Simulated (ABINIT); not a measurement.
## A GW chain in ABINIT: SrTiO3 (Tausonite)

Aim: the G0W0 gap of SrTiO3 (Tausonite) on PBE, step by step.

Method: PBE and many-body steps on it, plane waves, in ABINIT 10.8.3.

**The experiments to reproduce.**

- Gap 3.77 eV: direct gap (M0 critical point); spectroscopic ellipsometry, second-derivative fit; 300 K; bulk crystal (commercial single crystal) (“Optical probe of ferroelectric order in bulk and thin film perovskite titanates”, 2013, arxiv:1309.1245).

Most raw output is cut from this account.

### Step 1. Set-up

Symmetry: Pm-3m, No. 221, cubic system. The conventional cell has a = 3.905 Å, b = 3.905 Å, c = 3.905 Å, α = 90.00°, β = 90.00°, γ = 90.00°. Nearest to Sr lie 12 O at 2.76 Å. Nearest to Ti lie 6 O at 1.95 Å. O has 2 Ti at 1.95 Å and 4 Sr at 2.76 Å nearest. Farther neighbours and most contacts between anions are not listed.

The cell and positions come from the Crystallography Open Database and are kept as given unless a step says otherwise.

### Step 2. Ground state

This step: ABINIT 10.8.3; DFT, PBE, plane waves, norm-conserving pseudopotentials.

The ground-state density comes first.

run.abi reads:

```
acell 3*1.0 Angstrom
rprim 
  3.905280000000 0.000000000000 0.000000000000
  0.000000000000 3.905280000000 0.000000000000
  0.000000000000 0.000000000000 3.905280000000
ntypat 3
znucl 38 22 8
natom 5
typat 1 2 3 3 3
xred 
  0.500000000000 0.500000000000 0.500000000000
  0.000000000000 0.000000000000 0.000000000000
  0.500000000000 0.000000000000 0.000000000000
  0.000000000000 0.500000000000 0.000000000000
  0.000000000000 0.000000000000 0.500000000000
pp_dirpath "pseudos"
pseudos "Sr.upf, Ti.upf, O.upf"
ecut 38
ngkpt 6 6 6
nshiftk 1
shiftk 0 0 0
kptopt 1
chksymbreak 0
nband 26
occopt 1
tolvrs 1e-10
nstep 60
prtwf 0
optforces 0
optstress 0
indata_prefix "in"
outdata_prefix "out"
tmpdata_prefix "tmp"
```

The run is started by

```console
> OMP_NUM_THREADS=1 mpirun -n 8 abinit run.abi > log
```

Wall time 19 s (8 MPI ranks of Arm Neoverse V2, shared host); peak memory 0.64 GiB; 2.5 min of CPU time.

This step gave:

```yaml
total_energy: -3905.9454 eV
gap: 1.908 eV
k_of_the_valence_top: 0.5, 0.5, 0.5
k_of_the_conduction_bottom: 0, 0, 0
least_direct_gap: 2.263 eV
```

The gap is indirect, with the least direct gap 0.36 eV higher.

### Step 3. Empty states on the mesh, 4×4×4 mesh, 124 bands

The sums over transitions need many empty states on a uniform mesh; this step solves for them.

Changes to run.abi since step 2:

```diff
@@ -18,3 +18,3 @@
 ecut 38
-ngkpt 6 6 6
+ngkpt 4 4 4
 nshiftk 1
@@ -23,9 +23,10 @@
 chksymbreak 0
-nband 26
+irdden 1
+istwfk *1
+nband 124
+prtvol 0
+optdriver 6
+gwr_task "HDIAGO"
+paral_kgb 0
 occopt 1
-tolvrs 1e-10
-nstep 60
-prtwf 0
-optforces 0
-optstress 0
 indata_prefix "in"
```

It took 1.8 min on 8 MPI ranks; peak memory 9.1 GiB; 14 min of CPU time.

This step gave:

* gap: 1.908 eV
* k of the valence top: 0.5, 0.5, 0.5
* k of the conduction bottom: 0, 0, 0
* least direct gap: 2.263 eV
* k points computed: 10
* lowest point of the top converged band, above the valence top: 67.7974 eV

On this mesh the gap is 1.908 eV.

### Step 4. Screening, 4×4×4 mesh, 116 bands, screening to 136.1 eV

The RPA dielectric matrix is built and inverted for each q.

This step: RPA screening on PBE, plane waves, norm-conserving pseudopotentials.

Changes to run.abi since step 3:

```diff
@@ -23,10 +23,11 @@
 chksymbreak 0
-irdden 1
 istwfk *1
-nband 124
-prtvol 0
-optdriver 6
-gwr_task "HDIAGO"
-paral_kgb 0
 occopt 1
+irdwfk 1
+optdriver 3
+nband 116
+ecuteps 5
+inclvkb 2
+awtr 1
+symchi 1
 indata_prefix "in"
```

Wall time 29 s (8 MPI ranks); peak memory 1.8 GiB.

This step gave:

```
ε∞ with local fields, on this mesh, along the program's q direction : 6.409
the same without local fields                                       : 6.768
plasma frequency                                                    : 30.43 eV
plane waves in the screening matrix                                 : 203
```

Local fields lower ε∞ by 5 %. On a Γ-centred mesh this coarse the value itself is usually too large, while a short band sum pulls it down.

### Step 5. Self-energy, 4×4×4 mesh, 116 bands, screening to 136.1 eV

The self-energy is evaluated for the states that the input lists, and the levels follow from it, in one-shot runs by the linearised quasiparticle equation.

This step: G0W0 on PBE, plane waves, norm-conserving pseudopotentials.

Changes to run.abi since step 4:

```diff
@@ -26,8 +26,17 @@
 irdwfk 1
-optdriver 3
+optdriver 4
 nband 116
+gwcalctyp 0
+ecutsigx 38
+symsigma 1
+nkptgw 2
+kptgw 
+  0.5000000000 0.5000000000 0.5000000000
+  0.0000000000 0.0000000000 0.0000000000
+bdgw 
+  18 23
+  18 23
 ecuteps 5
-inclvkb 2
-awtr 1
-symchi 1
+irdscr 1
+ppmodel 1
 indata_prefix "in"
```

Elapsed: 6.8 s, on 8 MPI ranks; peak memory 1.7 GiB; 53 s of CPU time.

Numbers from this step:

| Property | Result |
| --- | --- |
| G0W0 gap on the points computed | 3.495 eV |
| starting gap on the mesh | 1.908 eV |
| k of the valence top | 0.5, 0.5, 0.5 |
| k of the conduction bottom | 0, 0, 0 |
| Z at the valence top | 0.769 |
| Z at the conduction bottom | 0.783 |
| least direct G0W0 gap on the computed points | 3.861 eV |

The gap on the mesh goes from 1.91 eV to 3.50 eV, a correction of +1.59 eV.

Limits: finite bands, cutoff and mesh; no spin-orbit coupling; coarse k mesh. v1 is the top filled band, c1 the lowest empty one. Levels before and after the correction, in eV, zero at the valence-band top of each column:

|  | conduction bottom | valence top |
| --- | --- | --- |
| Kohn-Sham | 1.91 | 0.00 |
| G0W0 | 3.50 | 0.00 |

|  | level | energy (eV) |
| --- | --- | --- |
| Kohn-Sham | (0.5 0.5 0.5) v3-v1 | 0.000 |
| Kohn-Sham | (0.5 0.5 0.5) c1-c3 | 4.517 |
| Kohn-Sham | Γ v3-v1 | -0.355 |
| Kohn-Sham | Γ c1-c3 | 1.908 |
| G0W0 | (0.5 0.5 0.5) v3-v1 | 0.000 |
| G0W0 | (0.5 0.5 0.5) c1-c3 | 6.459 |
| G0W0 | Γ v3-v1 | -0.366 |
| G0W0 | Γ c1-c3 | 3.495 |

### Step 6. Where the time went

Times are wall times on 8 MPI ranks of Arm Neoverse V2, shared host, good to a factor of about two.

| step | time | share | memory (GiB) |
| --- | --- | --- | --- |
| ground state | 19 s | 12 % | 0.64 |
| empty states on the mesh | 1.8 min | 66 % | 9.1 |
| screening | 29 s | 18 % | 1.8 |
| self-energy | 6.8 s | 4 % | 1.7 |

### Step 7. Results

| Property | Result |
| --- | --- |
| PBE gap | 1.91 eV, indirect |
| G0W0 gap on the mesh | 3.50 eV |
| GW settings | 4×4×4 mesh, 116 bands, screening to 136.1 eV, Godby-Needs plasmon pole |
| known limits | not at the basis limit; no spin-orbit coupling; coarse k mesh |

In words: G0W0 moves the gap on the mesh from 1.91 eV to 3.50 eV (+1.59 eV), with Z of 0.77 and 0.78 at the edges. Local fields lower the RPA ε∞ on this mesh from 6.77 to 6.41; a Γ-centred mesh this coarse tends to raise both, most where the direct gap is narrow, while a short band sum lowers them. Only 2 of the mesh's irreducible points were corrected, so a valley elsewhere could overtake. The dearest step here is «empty states on the mesh». Against experiment, by G0W0@PBE: the direct gap of 3.86 eV lies +0.09 eV from the measured 3.77 eV (direct, 300 K, 2013). An exciton line or allowed optical edge lies below the quasiparticle gap by the binding energy; a forbidden edge can push the onset above it. The calculation has static nuclei and no excitons; a measured gap holds zero-point and thermal motion, which mostly lowers it. Bands and cutoff are finite, so the gap is not at the basis limit. The miss can reach some tenths of an eV and take either sign; the mesh is an error of its own. In the G0W0 run levels were corrected at 2 k points alone, so a gap called «on the mesh» is the least over those, and an edge elsewhere would be missed. The 4×4×4 mesh is coarse for this cell, which bears on the long-range parts of exchange and screening. This is the ideal cubic cell; many perovskites, halides above all, are cubic only on average, and local tilts or off-centring can widen the gap. The many-body steps are scalar-relativistic: spin-orbit coupling is not in them.

[Paths, hosts, dates, memory and timing lines, banners, echoed tables and standing remarks are left out of the program output.]

[Logs are printed without paths, hosts, clocks, repeated set-up lines and the standing remarks that a program may print on its own settings, such as how far it seeks lower states.]

[Runs of the session that timed out or met a known fault of the program may be left out.]

[No measured gap is set beside runs whose start may be inverted or whose files or cutoffs have a known fault.]

[Hosts, paths, dates, database ids (printed as entryN), source tags and the programs' standing remarks are cut or masked in the printed files.]

[G0W0 gaps are taken among the corrected bands and points alone; a level outside them can change the order at an edge.]

[Where Ansatz stands beside ABINIT at settings called matched, ABINIT's density can come from a denser mesh and the files from another edition; pairs whose starting gaps differed by over 0.03 eV were left out, so agreement reads better than it is.]
